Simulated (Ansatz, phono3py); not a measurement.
# Heat carried by phonons in NaCl (Fm-3m), part 2 of 4

How well does the lattice of NaCl conduct heat?

Measurements to reproduce:
- thermal conductivity 7.1 W/m/K near room temperature (given in “Combining the AFLOW GIBBS and Elastic Libraries to efficiently and robustly screen thermo-mechanical properties of solids”, 2017, arXiv:1611.05714)
- thermal conductivity 7.1 W/m/K near room temperature (given in “Predicting the lattice thermal conductivity of solids by solving the Boltzmann transport equation: AFLOW - AAPL an automated, accurate and efficient framework”, 2017, arXiv:1611.05481)

Ansatz 0.2.0; DFT LDA, scalar-relativistic, plane waves, PAW; PAW set soft_1.

So far. Step 2 (Probe on a coarse mesh): The start is under -2.2 GPa at this level and looks like an insulator or semiconductor on this mesh. Step 5 (Relaxing to small residual forces and stress): The residual pressure is -0.0072 GPa, small enough for phonons.

The database entry behind the starting cell differs from later determinations by our own check (an axis about 0.4 % short against later determinations), so it need not match the best structure at ambient conditions.

## Step 6: A faulty attempt

This input was changed on purpose, to see how the program answers.

input.yaml

```yaml
crystal:
  lattice:
    - [0.0, 2.7322376539, 2.7322376539]
    - [2.7322376539, 0.0, 2.7322376539]
    - [2.7322376539, 2.7322376539, 0.0]
  atoms:
    - { symbol: Na, position: [0.0, 0.0, 0.0] }
    - { symbol: Cl, position: [0.5, 0.5, 0.5] }
kpoints:
  mp_grid: { grid: [6, 6, 6] }
hamiltonian:
  xc: lda
  pseudopotentials: { kind: paw, azcp: { folder: soft_1 }, xc_functional: pbe }
scf:
  occupations: { method: fixed }
  lower_state_search: "off"
  max_iter: 50
output:
  eigenvalues: true
phonons:
  supercell: [2, 2, 2]
  dielectric: false
  third_order: { supercell: [2, 2, 2], pair_cutoff: 2.882 }
  lattice_thermal_conductivity:
    qmesh: [11, 11, 11]
    temperatures: [300]
    isotope_mass_variance: [{ species: Na, variance: 0.0 }]
```

Started as:

```console
$ ansatz run input.yaml --threads 8 --pin off --max-ram 19456MiB --backend cpu --events-out ev --progress --plain --runs-dir out
```

Numbers of over 12 decimals in the logs are rounded to 6 here.

What it wrote:

```text
Error: invalid value for `phonons.lattice_thermal_conductivity.isotope_mass_variance`: Cl has no entry — state its isotope mass variance, 0 for a single isotope: `- { species: Cl, variance: <g> }`
```

Wall time 0.03 s (8 threads of Arm Neoverse V2, shared host); peak memory 0.032 GiB.

The program refused the input before any cycle.

The program's message: “Error: invalid value for `phonons.lattice_thermal_conductivity.isotope_mass_variance`: Cl has no entry — state its isotope mass variance, 0 for a single isotope: `- { species: Cl, variance: <g> }`”

The fault put into the input: no isotope entry for a species.

## Step 7: Third-order constants on small settings

A small supercell and a short cutoff cost little, and show how far such settings carry.

input.yaml, the sections that differ from step 6:

```yaml
kpoints:
  mp_grid: { grid: [8, 8, 8] }
scf:
  occupations: { method: fixed }
  lower_state_search: "off"
phonons:
  method: fd
  dielectric: true
  qmesh: [4, 4, 4]
  temperatures: { t_max: 1000, t_step: 50 }
  qpath:
    path:
      - [[0.0, 0.0, 0.0], [0.5, 0.0, 0.5], [0.625, 0.25, 0.625]]
      - [[0.375, 0.375, 0.75], [0.0, 0.0, 0.0], [0.5, 0.5, 0.5], [0.5, 0.25, 0.75], [0.5, 0.0, 0.5]]
    npoints: 10
  third_order: { supercell: [2, 2, 2], pair_cutoff: 2.882 }
  lattice_thermal_conductivity:
    qmesh: [11, 11, 11]
    temperatures: [50.0, 100.0, 150.0, 200.0, 300.0, 400.0, 500.0, 600.0, 800.0]
    isotope_mass_variance:
      - { species: Cl, variance: 0.0005827 }
      - { species: Na, variance: 0.0 }
# crystal, hamiltonian, output: as in step 6
```

What it wrote:

```text
Warning: phonons.dielectric: true without phonons.rigid_motions: the static dielectric tensor ε⁰ will be withheld (ε∞, Z* and the rows of modes are given); for a crystal or a slab, whose only rigid motions are the translations, set phonons.rigid_motions: translations
[...]
Crystal: 8 atoms, lattice volume = 163.172 Å³
Basis set: ecut = 420 eV, 3211 PW (Γ), FFT grids on a1, a2, −a1+2a2+a3
Bands: 40, of which v1, the nominal top of the filled ones, is band 32 counted from 1 (31 counted from 0)
Symmetry: 16 space group operations
k-points: 42 of 128
[...]
SCF iter   1: F=—  HF=-10057.333766 eV  |F-HF|=—  |Δ(HF+E_count)|=         —  Δρ=4.95e-8  dr2=2.02e-12  ethr=1.00e-12  ⟨swp⟩=3.0  Hψ=4570  notcnv=0
[...]
SCF iter   2: F=-10057.333766 eV  HF=-10057.333766 eV  |F-HF|=1.82e-12  |Δ(HF+E_count)|=    0.00e0  Δρ=2.10e-8  dr2=3.49e-13  ethr=1.00e-12  ⟨swp⟩=3.0  Hψ=3742  notcnv=0
SCF 1 converged in 2 iterations: F = -10057.333766 eV  dr2 = 3.49e-13
[...]
Crystal: 2 atoms, lattice volume = 40.793 Å³
Basis set: ecut = 420 eV, 821 PW (Γ), exchange–correlation on 54×54×54 points (8 copies of the dense FFT grid, shifted against one another)
Bands: 12, of which v1, the nominal top of the filled ones, is band 8 counted from 1 (7 counted from 0)
Symmetry: 48 space group operations
k-points: 59 of 512 (irreducible under 8 space group operations, time reversal used)
[...]
SCF iter   4: F=-2514.333442 eV  HF=-2514.333442 eV  |F-HF|=1.82e-11  |Δ(HF+E_count)|=  1.73e-11  Δρ=7.79e-7  dr2=6.44e-11  ethr=1.00e-12  ⟨swp⟩=5.8  Hψ=2850  notcnv=0
SCF 2 converged in 4 iterations: F = -2514.333442 eV  dr2 = 6.44e-11
[...]
DFPT response loops at Γ: preconditioner auto → none (the input reference at scf.mixing.eps_inf says where Resta's filter doesn't serve); β = 0.50; Broyden in place of MSR1
Symmetry: 2 space group operations
k-points: 42 of 128 (time reversal used)
[...]
SCF iter   1: F=—  HF=-10057.333775 eV  |F-HF|=—  |Δ(HF+E_count)|=         —  Δρ=1.47e-4  dr2=2.73e-5  ethr=1.03e-8  ⟨swp⟩=3.0  Hψ=6789  notcnv=0  defer=97
eigensolver tolerance schedule calibrated: the retry pair's looser diagonalisation under-reported the residual by θ = 0.76 (0.14/decade); ethr = c·dr2/N_el runs at the constant in force after the calibration composes with the one it found (an armed cap, an earlier calibration), c = 5.2e-2
[...]
SCF iter   2: F=—  HF=-10057.333764 eV  |F-HF|=—  |Δ(HF+E_count)|=   1.06e-5  Δρ=7.23e-5  dr2=5.79e-6  ethr=1.03e-8  ⟨swp⟩=2.0  Hψ=2724  notcnv=0  defer=97
[...]
SCF iter   7: F=-10057.333758 eV  HF=-10057.333758 eV  |F-HF|=1.82e-12  |Δ(HF+E_count)|=  1.82e-12  Δρ=1.95e-8  dr2=7.25e-13  ethr=1.00e-12  ⟨swp⟩=6.0  Hψ=7046  notcnv=0
SCF 3 converged in 7 iterations: F = -10057.333758 eV  dr2 = 7.25e-13
[...]
Symmetry: 1 space group operations
k-points: 68 of 128 (time reversal used)
[...]
SCF iter   6: F=-10057.333759 eV  HF=-10057.333759 eV  |F-HF|=0.00e0  |Δ(HF+E_count)|=  1.46e-11  Δρ=5.01e-8  dr2=3.75e-12  ethr=1.00e-12  ⟨swp⟩=7.0  Hψ=13018  notcnv=0
SCF 4 converged in 6 iterations: F = -10057.333759 eV  dr2 = 3.75e-12
[...]
SCF iter   7: F=-10057.333757 eV  HF=-10057.333757 eV  |F-HF|=0.00e0  |Δ(HF+E_count)|=  3.64e-12  Δρ=9.63e-9  dr2=1.18e-13  ethr=1.00e-12  ⟨swp⟩=6.0  Hψ=6879  notcnv=0
SCF 5 converged in 7 iterations: F = -10057.333757 eV  dr2 = 1.18e-13
[...]
SCF iter   3: F=-10057.333757 eV  HF=-10057.333757 eV  |F-HF|=0.00e0  |Δ(HF+E_count)|=    0.00e0  Δρ=4.21e-8  dr2=7.38e-13  ethr=1.00e-12  ⟨swp⟩=6.0  Hψ=7021  notcnv=0
SCF 6 converged in 3 iterations: F = -10057.333757 eV  dr2 = 7.38e-13
[...]
SCF iter   6: F=-10057.333758 eV  HF=-10057.333758 eV  |F-HF|=3.64e-12  |Δ(HF+E_count)|=  3.64e-12  Δρ=3.23e-8  dr2=2.68e-12  ethr=1.00e-12  ⟨swp⟩=6.0  Hψ=12506  notcnv=0
SCF 7 converged in 6 iterations: F = -10057.333758 eV  dr2 = 2.68e-12
[...]
SCF 8 converged in 3 iterations: F = -10057.333758 eV  dr2 = 7.61e-13
Basis set: ecut = 420 eV, 3195 PW (Γ), FFT grids on a1, a2, −2a1−2a2+a3
Symmetry: 32 space group operations
k-points: 38 of 128
[...]
SCF 9 converged in 2 iterations: F = -10057.333765 eV  dr2 = 3.65e-13
[...]
SCF 10 converged in 7 iterations: F = -10057.333758 eV  dr2 = 2.10e-12
[...]
SCF 11 converged in 7 iterations: F = -10057.333757 eV  dr2 = 1.34e-13
Basis set: ecut = 420 eV, 3245 PW (Γ), FFT grids on a1, a2, −2a1+2a2+a3
Symmetry: 64 space group operations
[...]
SCF iter   7: F=-20114.663488 eV  HF=-20114.663488 eV  |F-HF|=2.55e-11  |Δ(HF+E_count)|=  7.02e-10  Δρ=9.38e-8  dr2=4.36e-11  ethr=1.00e-12  ⟨swp⟩=4.3  Hψ=5717  notcnv=0
SCF 38 converged in 7 iterations: F = -20114.663488 eV  dr2 = 4.36e-11
[...]
SCF iter   6: F=-20114.666451 eV  HF=-20114.666451 eV  |F-HF|=5.68e-10  |Δ(HF+E_count)|=   1.01e-9  Δρ=3.61e-7  dr2=6.90e-10  ethr=1.00e-12  ⟨swp⟩=5.0  Hψ=7172  notcnv=0
SCF 39 converged in 6 iterations: F = -20114.666451 eV  dr2 = 6.90e-10
[...]
SCF iter   7: F=-20114.665161 eV  HF=-20114.665161 eV  |F-HF|=1.46e-11  |Δ(HF+E_count)|=  6.55e-11  Δρ=1.41e-7  dr2=7.10e-11  ethr=1.00e-12  ⟨swp⟩=4.7  Hψ=8756  notcnv=0
SCF 40 converged in 7 iterations: F = -20114.665161 eV  dr2 = 7.10e-11
[...]
SCF iter   7: F=-20114.665575 eV  HF=-20114.665575 eV  |F-HF|=2.91e-11  |Δ(HF+E_count)|=  1.31e-10  Δρ=1.51e-7  dr2=7.41e-11  ethr=1.00e-12  ⟨swp⟩=4.4  Hψ=5882  notcnv=0
SCF 41 converged in 7 iterations: F = -20114.665575 eV  dr2 = 7.41e-11
[...]
SCF iter   7: F=-20114.664769 eV  HF=-20114.664769 eV  |F-HF|=1.46e-11  |Δ(HF+E_count)|=  2.91e-11  Δρ=1.33e-7  dr2=6.22e-11  ethr=1.00e-12  ⟨swp⟩=4.8  Hψ=5875  notcnv=0
SCF 42 converged in 7 iterations: F = -20114.664769 eV  dr2 = 6.22e-11
[...]
SCF iter   7: F=-20114.665094 eV  HF=-20114.665094 eV  |F-HF|=2.55e-11  |Δ(HF+E_count)|=  1.06e-10  Δρ=1.48e-7  dr2=7.39e-11  ethr=1.00e-12  ⟨swp⟩=4.8  Hψ=8905  notcnv=0
SCF 43 converged in 7 iterations: F = -20114.665094 eV  dr2 = 7.39e-11
[...]
SCF iter   7: F=-20114.665535 eV  HF=-20114.665535 eV  |F-HF|=4.00e-11  |Δ(HF+E_count)|=  5.09e-11  Δρ=1.57e-7  dr2=7.83e-11  ethr=1.00e-12  ⟨swp⟩=4.8  Hψ=5915  notcnv=0
SCF 44 converged in 7 iterations: F = -20114.665535 eV  dr2 = 7.83e-11
[...]
SCF iter   6: F=-20114.665163 eV  HF=-20114.665163 eV  |F-HF|=2.47e-10  |Δ(HF+E_count)|=   3.34e-9  Δρ=5.33e-7  dr2=9.72e-10  ethr=1.00e-12  ⟨swp⟩=4.0  Hψ=12929  notcnv=0
SCF 45 converged in 6 iterations: F = -20114.665163 eV  dr2 = 9.72e-10
[...]
SCF iter   7: F=-20114.665104 eV  HF=-20114.665104 eV  |F-HF|=1.46e-11  |Δ(HF+E_count)|=  8.73e-11  Δρ=1.54e-7  dr2=7.27e-11  ethr=1.00e-12  ⟨swp⟩=4.6  Hψ=8641  notcnv=0
SCF 46 converged in 7 iterations: F = -20114.665104 eV  dr2 = 7.27e-11
[...]
SCF iter   7: F=-20114.664638 eV  HF=-20114.664638 eV  |F-HF|=2.18e-11  |Δ(HF+E_count)|=  7.28e-12  Δρ=1.32e-7  dr2=5.68e-11  ethr=1.00e-12  ⟨swp⟩=4.6  Hψ=5752  notcnv=0
SCF 47 converged in 7 iterations: F = -20114.664638 eV  dr2 = 5.68e-11
SCF converged after 2 iterations
Free energy (F): -10057.333766 eV
[...]
Internal energy: -10057.333766 eV  (E = F + TS)
E sigma→0 (E₀):  -10057.333766 eV
Fermi energy:    1.567205 eV
[...]
--- Band table (eV; the first three rows and the last of 42) ---
  k-point 0: bands = [... 28 lower, 1.2343, 1.5672, 1.5672, 1.5672, 6.6431, 8.6045, 9.5738, 9.5738, ... 4 higher]
  k-point 1: bands = [... 28 lower, 1.3173, 1.3173, 1.3256, 1.3256, 8.2653, 8.2653, 9.8659, 9.8659, ... 4 higher]
  k-point 2: bands = [... 28 lower, 1.2062, 1.2332, 1.4466, 1.4466, 7.3814, 8.9308, 9.0632, 9.5774, ... 4 higher]
  k-point 41: bands = [... 28 lower, 1.0052, 1.0052, 1.1726, 1.1726, 9.0376, 9.0376, 9.2479, 9.2479, ... 4 higher]
--- Phonons: 18 displaced members + 5 references (amplitude of the first 0.0025 Å, Σ member SCF iterations 103) ---
  ASR residual: 4.866e-4 → 0.000e0 eV/Å²; symmetrization residual: 4.608e-4 eV/Å²
  largest component of a force at the reference: 1.8e-23 eV/Å
  ASR residual per site (eV/Å²): 4.87e-4 2.21e-4
  Γ frequencies (cm⁻¹): 0.00 0.00 0.00 188.32 188.32 188.32
  Unit cell's response to a homogeneous field, on a k mesh of 8×8×8: 1 representative field direction (Σ response iterations 6)
  ε∞ (high-frequency dielectric tensor):
        2.667285    -0.000000    -0.000000
        0.000000     2.667285    -0.000000
        0.000000    -0.000000     2.667285
  ε⁰ (static dielectric tensor): not given — the deck does not say what the cell's rigid motions are, and on a molecule in a box or a wire the rigid rotations would enter the sum over the modes at Γ. For a crystal or a slab, whose only rigid motions are the translations, set phonons.rigid_motions: translations.
  Born effective charges Z* (e; rows j = field, columns β = displacement):
    site 0:
         1.07147    0.00000   -0.00000
         0.00000    1.07147    0.00000
         0.00000   -0.00000    1.07147
    site 1:
        -1.07147   -0.00000    0.00000
         0.00000   -1.07147   -0.00000
         0.00000    0.00000   -1.07147
  Z* charge neutrality: 3.765e-5 e pre-enforcement
  k-mesh period / interband length: 30.9 Å / 1.34 Å = 23.02 at k = (0.0000, 0.0000, 0.0000), direct gap 5.076 eV — 14 or more, which is no proof of convergence
  optical modes at Γ without the LO–TO term, one row a degenerate level:
      ω (cm⁻¹)  modes    IR ((D/Å)²/amu)
        188.32      3             5.6977
  optical modes at Γ + LO–TO along q̂ = [1.0000, 0.0000, 0.0000]:
      ω (cm⁻¹)  modes    IR ((D/Å)²/amu)
        188.32      2             3.7985
        269.62      1             1.8992
  optical modes at Γ + LO–TO along q̂ = [0.0000, 1.0000, 0.0000]:
      ω (cm⁻¹)  modes    IR ((D/Å)²/amu)
        188.32      2             3.7985
        269.62      1             1.8992
  optical modes at Γ + LO–TO along q̂ = [0.0000, 0.0000, 1.0000]:
      ω (cm⁻¹)  modes    IR ((D/Å)²/amu)
        188.32      2             3.7985
        269.62      1             1.8992
--- Phonons (by wavevector): 8 wavevectors in 5 supercells ---
  supercell 1 (4 cells, vectors [1, 0, 0], [0, 2, -1], [0, -4, 4] in multiples of the cell's): 6 displaced members by 0.0025 Å; free energy -10057.333766 eV; taken off its force constants: by the sum rule 3.8e-4, by the symmetrisation 5.0e-5 eV/Å²
  symmetry images taken by strict's conditions (phonons.symmetry_images: auto; settled by no image being taken that strict refuses)
[...]
q = [0.0000, 0.0000, 0.0000] (star 1, supercell 1; hermiticity 7.49e-17, symmetrization 3.09e-5): -0.00 -0.00 0.00 188.32 188.32 188.32
[...]
joined force constants: q→R imaginary residual 4.34e-18
  density of states and harmonic sums: on the 20×20×20 q-mesh, interpolated from the force constants of a 4×4×4 supercell (with the dipole–dipole term)
  largest difference from the sums on the solved wave vectors: F 1.22e-2 eV, S 1.62e-5 and C_V 4.00e-6 eV/K
  zero-point energy: 0.057737 eV/cell   skipped modes (ω ≤ 0): 3   left out of the sums: 6.25e-5 of the cell's modes: C_V's classical limit lies that fraction below 3 k_B per atom; for a crystal, a wire or a layer, F and S can be off by more, and a phonons.interpolated_qmesh denser along its periods is the remedy for the sampling
--- Third-order force constants: 22 member SCFs in a 2×2×2 supercell (pair cutoff 2.882 Å, amplitude 0.03 Å, SCF threshold 1.00e-9 eV, Σ member SCF iterations 147) ---
[...]
38 force-constant blocks with the first atom in the home cell, fitted with 6 parameters over 4 symmetry orbits; no atom triplet left out
  sum-rule residual: 1.543e-1 → 1.110e-16 eV/Å³; symmetrization residual: 1.114e-2 eV/Å³; largest sum-rule correction relative to its orbit: 3.535e-2, on the orbit of the block of home site 0 with site 1 of cell (-1, -1, 0) and site 0 of cell (0, 0, 0), whose norm before the correction was 5.546e0 eV/Å³
--- Lattice thermal conductivity: 11×11×11 mesh (56 irreducible points), tetrahedron method ---
  three-phonon and isotope scattering only; four-phonon, boundary and, in a metal, phonon-electron scattering are left out
  each conductivity is what the modes' populations carry and what the coherences between them add
  conductivity (a third of the tensor's trace), W/(m K), in the relaxation-time approximation and from the full solution:
       T (K)   relaxation time   full solution  iterations             ending  least Ritz value
       50.00           94.0328         97.6994           8          converged          5.772e-1
      100.00           37.3319         39.4741           9          converged          5.433e-1
      150.00           24.6065         26.2917           9          converged          5.260e-1
      200.00           18.5856         19.9629           9          converged          5.166e-1
      300.00           12.5941         13.5917           9          converged          5.069e-1
      400.00            9.5714         10.3499           9          converged          5.020e-1
      500.00            7.7428          8.3801           9          converged          4.990e-1
      600.00            6.5168          7.0560           9          converged          4.969e-1
      800.00            4.9769          5.3889           9          converged          4.944e-1
```

Elapsed: 3.2 min, on 8 threads; peak memory 1.6 GiB.

This step gave:

```yaml
gamma_frequencies: 0, 0, 0, 188.3, 188.3, 188.3 cm⁻¹ (negative: imaginary)
lowest_frequency_on_the_path: 0 cm⁻¹
zero_point_energy: 0.05774 eV/cell
point_group: m-3m
highest_frequency: 269.6 cm⁻¹
debye_temperature_from_the_second_moment: 302 K
kappa_at_300_k_relaxation_time: 12.59 W/m/K
kappa_at_300_k_full_solution: 13.59 W/m/K
dipole_term: run
mean_free_path_at_half_of_kappa: 17.6 nm
share_of_kappa_above_the_three_lowest_branches: 0.093
third_order_blocks: 38
periodic_aliases_dropped: 0
largest_relative_sum_rule_correction: 0.03535
displaced_cells_third_order: 22
```

W/m/K. Kappa, by row:

```csv
T (K),RTA xx,RTA yy,RTA zz,full xx,full yy,full zz,coherence part xx,coherence part yy,coherence part zz,ending,iterations,least Ritz value
50,94.03,94.03,94.03,97.7,97.7,97.7,0.006779,0.006779,0.006779,converged,8,0.577
100,37.33,37.33,37.33,39.47,39.47,39.47,0.03779,0.03779,0.03779,converged,9,0.543
150,24.61,24.61,24.61,26.29,26.29,26.29,0.06335,0.06335,0.06335,converged,9,0.526
200,18.59,18.59,18.59,19.96,19.96,19.96,0.08124,0.08124,0.08124,converged,9,0.517
300,12.59,12.59,12.59,13.59,13.59,13.59,0.106,0.106,0.106,converged,9,0.507
400,9.571,9.571,9.571,10.35,10.35,10.35,0.1246,0.1246,0.1246,converged,9,0.502
500,7.743,7.743,7.743,8.38,8.38,8.38,0.1405,0.1405,0.1405,converged,9,0.499
600,6.517,6.517,6.517,7.056,7.056,7.056,0.1545,0.1545,0.1545,converged,9,0.497
800,4.977,4.977,4.977,5.389,5.389,5.389,0.178,0.178,0.178,converged,9,0.494
```

This rung gives 12.6 W/(m K) at 300 K by relaxation time, but with 16 atoms, 1 neighbour distance inside the cutoff and a 11×11×11 mesh it is a test, not the conductivity of the crystal.

[end of part 2 of 4]

[Logs are printed without paths, hosts, clocks, repeated set-up lines and the standing remarks that a program may print on its own settings, such as how far it seeks lower states.]

[Hosts, paths, dates, database ids (printed as entryN), source tags and the programs' standing remarks are cut or masked in the printed files.]

[A step with changed settings may run another functional than the one named; its input shows which.]
